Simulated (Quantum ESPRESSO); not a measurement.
# Calculated records

```json
{"subject": "E(M) of MnO (Manganosite)", "lattice_ang": [[0.0, 2.223, 2.223], [2.223, 0.0, 2.223], [2.223, 2.223, 0.0]], "atoms": [["Mn", 0.0, 0.0, 0.0], ["O", 0.5, 0.5, 0.5]], "method": "PBEsol; plane waves with GBRV 1.5 PBEsol potentials, no spin-orbit coupling (and 1 further level or step)", "program": "Quantum ESPRESSO 7.5", "settings_of_one_run": "GBRV 1.5 PBEsol, potential files Mn: mn_pbesol_v1.5.uspp.F.UPF, O: o_pbesol_v1.2.uspp.F.UPF, cutoff 544.23 eV, 8×8×8 k-mesh, 19 bands, fermi-dirac occupations, smearing width 0.136 eV, collinear spin, SCF threshold 4.00e-9, starting moments 4.5 0 μB", "cost": "11 runs, 85 s in all on 2 MPI ranks of Intel Xeon 6975P-C (Granite Rapids), shared host (the runs of this entry)", "notes": "The run is spin-polarised, with a total moment of 4.71 μB a cell (absolute 4.71). The cell holds one seeded atom, so opposed orders, which may lie lower, cannot form in it. No Hubbard term acts here. In such compounds local and semilocal functionals without one often delocalise the d electrons, and can shrink or lose moments and miss the size, sign and order of the couplings. The smearing term is large for its width, so states at the Fermi level are partly filled: at this level the cell is a metal or has a gap of a few widths at most.", "results": {"moment_of_the_free_run": "4.71 μB a cell", "energy_at_zero_total_moment": "2024 meV a cell over the lowest", "delta_e_delta_m2_from_the_lowest_point_to_5p57_and_to_3p98_mu_b": "2518 and 361 meV/μB²"}}
```

[Logs and program files are shortened in this print: banners, set-up blocks, solver, clock and traceback lines can be left out without a mark of their own.]

[Logs are printed without paths, hosts, clocks, repeated set-up lines and the standing remarks that a program may print on its own settings, such as how far it seeks lower states.]

[Hosts, paths, dates, database ids (printed as entryN), source tags and the programs' standing remarks are cut or masked in the printed files.]

[Where a cell is said to come from a database of computed structures, the database is the Materials Project.]
